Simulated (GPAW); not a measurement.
Consider ZrCu2P2 (P-3m1).

```cif
data_structure
_symmetry_space_group_name_H-M 'P 1'
_symmetry_Int_Tables_number 1
_cell_length_a 3.7972
_cell_length_b 3.7972
_cell_length_c 6.1526
_cell_angle_alpha 90.000
_cell_angle_beta 90.000
_cell_angle_gamma 120.000
_cell_volume 76.83
loop_
_atom_site_label
_atom_site_type_symbol
_atom_site_fract_x
_atom_site_fract_y
_atom_site_fract_z
_atom_site_occupancy
Zr1 Zr 0.00000 0.00000 0.00000 1
Cu2 Cu 0.33333 0.66667 0.63889 1
Cu3 Cu 0.66667 0.33333 0.36111 1
P4 P 0.33333 0.66667 0.25217 1
P5 P 0.66667 0.33333 0.74783 1
```

Absorber: atom 2, with 3 P at 2.29 Å and 1 P at 2.38 Å (distorted tetrahedral, site symmetry 3m). Method: GPAW, LDA, excited-electron core hole (neutral cell), 15-atom cell with 6.6 Å between holes, 5×5×5 k points, dipole transitions, Gaussian full width 1.55 eV up to 4 eV, rising linearly to 3.5 eV at 25 eV.

Question: Where do the maxima of the Cu K edge fall?

Main maxima up to 30 eV above the zero (height): 7.0 eV (1.28), 14.8 eV (1.29), 23.0 eV (1.24) and 29.8 eV (1.26). A K edge sees empty p states on the absorber. The total-energy difference is 8992.20 eV. One term is added: -29.79 eV, since the hole is spin-paired here and a spin-polarised one costs that much less in the free atom (computed apart). The photon energy is then 8962.41 eV. The tabulated edge of the element is 8979 eV. The functional leaves an error in such absolute values: in the free atom LDA prices this hole 18.3 eV below PBE (computed apart), and PBE is itself good to a few eV.

The Cu K spectrum (energy from the lowest empty level; intensity scaled to a mean of 1 over the first 20 eV; polarised curves are means over the symmetry-equivalent atoms):

| E (eV) | isotropic | ε ⊥ c | ε ∥ c |
| --- | --- | --- | --- |
| -2.0 | 0.00 | 0.00 | 0.00 |
| -1.5 | 0.00 | 0.00 | 0.00 |
| -1.0 | 0.01 | 0.01 | 0.02 |
| -0.5 | 0.04 | 0.03 | 0.08 |
| 0.0 | 0.10 | 0.07 | 0.15 |
| 0.5 | 0.17 | 0.16 | 0.21 |
| 1.0 | 0.27 | 0.29 | 0.24 |
| 1.5 | 0.38 | 0.43 | 0.27 |
| 2.0 | 0.47 | 0.55 | 0.31 |
| 2.5 | 0.56 | 0.66 | 0.37 |
| 3.0 | 0.66 | 0.76 | 0.46 |
| 3.5 | 0.76 | 0.86 | 0.56 |
| 4.0 | 0.87 | 0.96 | 0.69 |
| 4.5 | 0.96 | 1.02 | 0.83 |
| 5.0 | 1.04 | 1.04 | 1.02 |
| 5.5 | 1.11 | 1.04 | 1.26 |
| 6.0 | 1.19 | 1.02 | 1.52 |
| 6.5 | 1.25 | 1.00 | 1.76 |
| 7.0 | 1.28 | 0.99 | 1.87 |
| 7.5 | 1.25 | 0.99 | 1.78 |
| 8.0 | 1.17 | 0.98 | 1.54 |
| 8.5 | 1.06 | 0.98 | 1.24 |
| 9.0 | 0.99 | 1.00 | 0.99 |
| 9.5 | 0.97 | 1.03 | 0.86 |
| 10.0 | 0.98 | 1.06 | 0.83 |
| 10.5 | 1.00 | 1.07 | 0.85 |
| 11.0 | 1.02 | 1.09 | 0.88 |
| 11.5 | 1.05 | 1.13 | 0.91 |
| 12.0 | 1.09 | 1.17 | 0.93 |
| 12.5 | 1.13 | 1.21 | 0.97 |
| 13.0 | 1.17 | 1.24 | 1.03 |
| 13.5 | 1.22 | 1.27 | 1.11 |
| 14.0 | 1.26 | 1.29 | 1.20 |
| 14.5 | 1.28 | 1.29 | 1.27 |
| 15.0 | 1.28 | 1.27 | 1.30 |
| 15.5 | 1.25 | 1.23 | 1.29 |
| 16.0 | 1.20 | 1.17 | 1.26 |
| 16.5 | 1.15 | 1.11 | 1.21 |
| 17.0 | 1.11 | 1.07 | 1.18 |
| 17.5 | 1.09 | 1.05 | 1.16 |
| 18.0 | 1.10 | 1.06 | 1.17 |
| 18.5 | 1.12 | 1.09 | 1.18 |
| 19.0 | 1.14 | 1.12 | 1.17 |
| 19.5 | 1.15 | 1.15 | 1.16 |
| 20.0 | 1.16 | 1.17 | 1.14 |
| 20.5 | 1.16 | 1.19 | 1.12 |
| 21.0 | 1.18 | 1.20 | 1.13 |
| 21.5 | 1.19 | 1.21 | 1.15 |
| 22.0 | 1.21 | 1.22 | 1.20 |
| 22.5 | 1.23 | 1.22 | 1.25 |
| 23.0 | 1.24 | 1.22 | 1.29 |
| 23.5 | 1.24 | 1.20 | 1.31 |
| 24.0 | 1.22 | 1.17 | 1.31 |
| 24.5 | 1.19 | 1.14 | 1.29 |
| 25.0 | 1.15 | 1.11 | 1.25 |
| 25.5 | 1.13 | 1.09 | 1.21 |
| 26.0 | 1.11 | 1.08 | 1.17 |
| 26.5 | 1.11 | 1.09 | 1.13 |
| 27.0 | 1.12 | 1.12 | 1.11 |
| 27.5 | 1.15 | 1.17 | 1.10 |
| 28.0 | 1.18 | 1.23 | 1.08 |
| 28.5 | 1.22 | 1.29 | 1.07 |
| 29.0 | 1.25 | 1.34 | 1.06 |
| 29.5 | 1.26 | 1.37 | 1.05 |
| 30.0 | 1.26 | 1.37 | 1.04 |
| 30.5 | 1.25 | 1.35 | 1.04 |
| 31.0 | 1.22 | 1.31 | 1.04 |

The script folds with a Gaussian, whereas the core hole's own line is a Lorentzian, so the onset is too steep and the first peak too high. Lifetime broadening is put in by hand, and intensities beyond about 20 eV depend on it and on the partial waves. The structure is a computed Materials Project entry and may be a hypothetical form.

[Banner, clock and machine lines of the logs are left out without a mark of their own.]

[Logs are printed without paths, hosts, clocks, repeated set-up lines and the standing remarks that a program may print on its own settings, such as how far it seeks lower states.]

[Hosts, paths, dates, database ids (printed as entryN), source tags and the programs' standing remarks are cut or masked in the printed files.]

[Lists of maxima count a maximum above −3 eV only where it reaches 4 % of the highest in the window and stands out from its surroundings by 2 % of it (1.5 % where it reaches 55 %); shoulders and weaker maxima are passed over, and of the rest the first, up to two pre-edge ones and the few strongest are named.]
